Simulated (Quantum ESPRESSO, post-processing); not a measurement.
# Terminations of Ge(111) and their dipole steps, part 2 of 2

Which groups raise and which lower the vacuum level over Ge(111)?

Quantum ESPRESSO 7.5; plane-wave DFT, PBE, GBRV ultrasoft pseudopotentials.

So far. Step 4 (Relaxation with pw.x, Br on top): The relaxation lowers the energy by 1 meV an atom. On the free atoms the largest force ends at 0.015 eV/Å. Step 5 (Self-consistent run, Br on top): Inside the slab this potential holds the local part of the pseudopotentials, which can be repulsive at the nuclei; only its value in the vacuum has a meaning of its own.

### 6. Relaxation with pw.x, I on top

System of this step: Ge(111), 5 bilayers, H below, I above. The cell holds 12 atoms: 1 H, 10 Ge and 1 I. Its edges and angles: a = 4.073 Å, b = 4.073 Å, c = 34.234 Å, α = 90.0°, β = 90.0°, γ = 120.0°. It derives from Ge. Vacuum lies along c.

Input file I.relax.in:

```
&control
  prefix = 'I.relax'
  outdir = './out'
  pseudo_dir = './pseudo'
  nstep = 40
  forc_conv_thr = 0.001
  calculation = 'relax'
/
&system
  ibrav = 0
  nat = 12
  ntyp = 3
  ecutwfc = 40
  ecutrho = 200
  occupations = 'smearing'
  smearing = 'fd'
  degauss = 0.002
  assume_isolated = 'esm'
  esm_bc = 'bc1'
  nbnd = 78
/
&electrons
  conv_thr = 1e-07
  mixing_beta = 0.4
  electron_maxstep = 120
  mixing_mode = 'plain'
/
&ions
/
ATOMIC_SPECIES
  H   1.0080  h_pbe_v1.4.uspp.F.UPF
  Ge  72.6300  ge_pbe_v1.4.uspp.F.UPF
  I   126.9045  i_pbe_v1.uspp.F.UPF
CELL_PARAMETERS angstrom
  4.07293505963451 0.00000000000000 0.00000000000000
  -2.03646752981726 3.52726522960778 0.00000000000000
  0.00000000000000 0.00000000000000 34.23353458976204
ATOMIC_POSITIONS crystal
  H   0.000000000000 0.000000000000 -0.266311013576
  Ge  0.000000000000 0.000000000000 -0.220741661223
  Ge  0.333333333333 0.666666666667 -0.196455989364
  Ge  0.333333333333 0.666666666667 -0.123598973786
  Ge  0.666666666667 0.333333333333 -0.099313301926
  Ge  0.666666666667 0.333333333333 -0.026456286348 0 0 0
  Ge  0.000000000000 0.000000000000 -0.002170614489 0 0 0
  Ge  0.000000000000 0.000000000000 0.070686401089
  Ge  0.333333333333 0.666666666667 0.094972072949
  Ge  0.333333333333 0.666666666667 0.167829088527
  Ge  0.666666666667 0.333333333333 0.192114760386
  I   0.666666666667 0.333333333333 0.266311013576
K_POINTS automatic
  6 6 1 0 0 0
```

Run with:

```sh
$ OMP_NUM_THREADS=1 mpirun -n 4 pw.x -nk 2 -in I.relax.in > I.relax.out
```

The job ended after 34 min (4 MPI ranks of Arm Neoverse V1, shared host; peak memory 1.1 GiB; 2.3 h of CPU time).

Relaxation path:

| step | energy less that of the first step (eV) | largest force (eV/Å) |
| --- | --- | --- |
| 1 | 0.0000 | 0.2763 |
| 2 | -0.0035 | 0.1519 |
| 3 | -0.0060 | 0.1316 |
| 4 | -0.0073 | 0.1235 |
| 5 | -0.0081 | 0.0880 |
| 6 | -0.0087 | 0.0634 |
| 7 | -0.0092 | 0.0528 |
| 8 | -0.0094 | 0.0375 |
| 9 | -0.0095 | 0.0380 |
| 10 | -0.0097 | 0.0347 |
| 11 | -0.0099 | 0.0403 |
| 12 | -0.0101 | 0.0543 |
| 13 | -0.0104 | 0.0673 |
| 14 | -0.0107 | 0.0694 |
| 15 | -0.0111 | 0.0603 |
| 16 | -0.0113 | 0.0355 |
| 17 | -0.0114 | 0.0183 |

The atoms that moved most (Å):

| atom | dx | dy | dz | length |
| --- | --- | --- | --- | --- |
| H1 | 0.000 | 0.000 | 0.076 | 0.076 |
| Ge2 | 0.000 | 0.000 | 0.074 | 0.074 |
| Ge11 | 0.000 | 0.000 | -0.030 | 0.030 |
| Ge3 | 0.000 | 0.000 | 0.025 | 0.025 |
| I12 | 0.000 | 0.000 | -0.014 | 0.014 |
| Ge4 | 0.000 | 0.000 | 0.012 | 0.012 |

 On the free atoms the largest force ends at 0.018 eV/Å.

Numbers from this step:

- free energy: -29977.6038 eV
- energy at zero smearing: -29977.6022 eV
- Fermi energy: -4.554 eV
- vacuum line at the lower end of the cell, over the Fermi level: 4.293 eV
- vacuum line at the upper end of the cell, over the Fermi level: 4.814 eV

Electrostatic potential energy of an electron; zero at the Fermi level. The potential energy, planar mean by z:

| z (Å) | potential energy, planar mean (eV) |
| --- | --- |
| -17 | 4.29 |
| -16 | 4.29 |
| -15 | 4.29 |
| -14 | 4.29 |
| -13 | 4.29 |
| -12 | 4.29 |
| -11 | 4.29 |
| -10 | 4.14 |
| -9 | 2.37 |
| -8 | -3.19 |
| -7 | -10.0 |
| -6 | -1.00 |
| -5 | -0.119 |
| -4 | -9.25 |
| -3 | -4.40 |
| -2 | 1.82 |
| -1 | -6.80 |
| 0 | -6.91 |
| 1 | 1.74 |
| 2 | -4.26 |
| 3 | -9.45 |
| 4 | -0.455 |
| 5 | -0.624 |
| 6 | -9.78 |
| 7 | -3.93 |
| 8 | 2.27 |
| 9 | -11.2 |
| 10 | 1.22 |
| 11 | 4.66 |
| 12 | 4.81 |
| 13 | 4.81 |
| 14 | 4.81 |
| 15 | 4.81 |
| 16 | 4.81 |
| 17 | 4.81 |

### 7. Ground state, I on top

Input file I.esm.in:

```
&control
  prefix = 'I.esm'
  outdir = './out'
  pseudo_dir = './pseudo'
  calculation = 'scf'
  tprnfor = .true.
/
&system
  ibrav = 0
  nat = 12
  ntyp = 3
  ecutwfc = 40
  ecutrho = 200
  occupations = 'smearing'
  smearing = 'fd'
  degauss = 0.002
  assume_isolated = 'esm'
  esm_bc = 'bc1'
  nbnd = 78
/
&electrons
  conv_thr = 1e-08
  mixing_beta = 0.4
  electron_maxstep = 120
  mixing_mode = 'plain'
/
ATOMIC_SPECIES
  H   1.0080  h_pbe_v1.4.uspp.F.UPF
  Ge  72.6300  ge_pbe_v1.4.uspp.F.UPF
  I   126.9045  i_pbe_v1.uspp.F.UPF
CELL_PARAMETERS angstrom
  4.07293505963451 0.00000000000000 0.00000000000000
  -2.03646752981726 3.52726522960778 0.00000000000000
  0.00000000000000 0.00000000000000 34.23353458976204
ATOMIC_POSITIONS crystal
  H   0.000000000000 0.000000000000 -0.264997669900
  Ge  0.000000000000 0.000000000000 -0.219459175100
  Ge  0.333333333300 0.666666666700 -0.196625749100
  Ge  0.333333333300 0.666666666700 -0.124150692200
  Ge  0.666666666700 0.333333333300 -0.100078304900
  Ge  0.666666666700 0.333333333300 -0.027348757800
  Ge  0.000000000000 0.000000000000 -0.003063086000
  Ge  0.000000000000 0.000000000000 0.069737379200
  Ge  0.333333333300 0.666666666700 0.094072008700
  Ge  0.333333333300 0.666666666700 0.166915241300
  Ge  0.666666666700 0.333333333300 0.190351256700
  I   0.666666666700 0.333333333300 0.264997669900
K_POINTS automatic
  6 6 1 0 0 0
```

Run with:

```sh
$ OMP_NUM_THREADS=1 mpirun -n 4 pw.x -nk 2 -in I.esm.in > I.esm.out
```

Run time: 3.2 min. Hardware: 4 MPI ranks; peak memory 1.1 GiB; 13 min of CPU time.

This step gave:

- Fermi energy: -4.553 eV
- valence top, on the run's zero: -4.546 eV
- conduction bottom, on the run's zero: -4.546 eV
- gap by band count: 4.83e-9 eV
- vacuum line at the lower end of the cell, over the Fermi level: 4.294 eV
- vacuum line at the upper end of the cell, over the Fermi level: 4.813 eV

By band count these two levels touch or overlap: there is no gap, and they are no band edges.

Inside the slab this potential holds the local part of the pseudopotentials, which can be repulsive at the nuclei; only its value in the vacuum has a meaning of its own.

### 8. The series side by side

Levels by termination, over each slab's highest filled level where it has a gap, else over its Fermi level:

| top group | upper face (eV) | H face (eV) | step (eV) | dipole (D a group) | gap on the mesh (eV) |
| --- | --- | --- | --- | --- | --- |
| H | 4.39 | 4.39 | +0.00 | -0.00 | 0.17 |
| Br | 5.53 | 4.32 | +1.20 | -0.46 | 0.05 |
| I | 4.81 | 4.29 | +0.52 | -0.20 | none |

### 9. The arithmetic

For Br: p = −Δφ A/180.95 = −(+1.205) × 14.366/180.95 = -0.0957 e Å = -0.46 D a group, counted against the H face.

### 10. Outcome

* step from the H face to the H face: +0.00 eV
* step from the H face to the Br face: +1.20 eV
* step from the H face to the I face: +0.52 eV

The steps run from +0.00 eV (H) to +1.20 eV (Br) (PBE, GBRV ultrasoft). Under H, Br and I a band edge lies within 0.08 eV of the Fermi level, so charge can pass between the faces and pin the step; it then doesn't measure the group's dipole alone. Under Br and I the slab's gap shrinks below 60 % of the largest, so that slab's zero need not be the host's valence top. Every top site is taken in a 1×1 cell, which crowds large groups and fixes their orientation. The levels themselves carry the confinement of a thin slab and the errors of a semilocal functional. Spin-orbit coupling is left out; depending on the atoms that carry the levels of interest, it can split and shift them by tens to hundreds of meV.

[Logs are printed without paths, hosts, clocks, repeated set-up lines and the standing remarks that a program may print on its own settings, such as how far it seeks lower states.]

[Hosts, paths, dates, database ids (printed as entryN), source tags and the programs' standing remarks are cut or masked in the printed files.]

[Maps of the electrostatic potential energy from Ansatz leave out the sawtooth potential of an applied field or a dipole correction, so their vacuum need not be flat; planar profiles and work functions include it.]
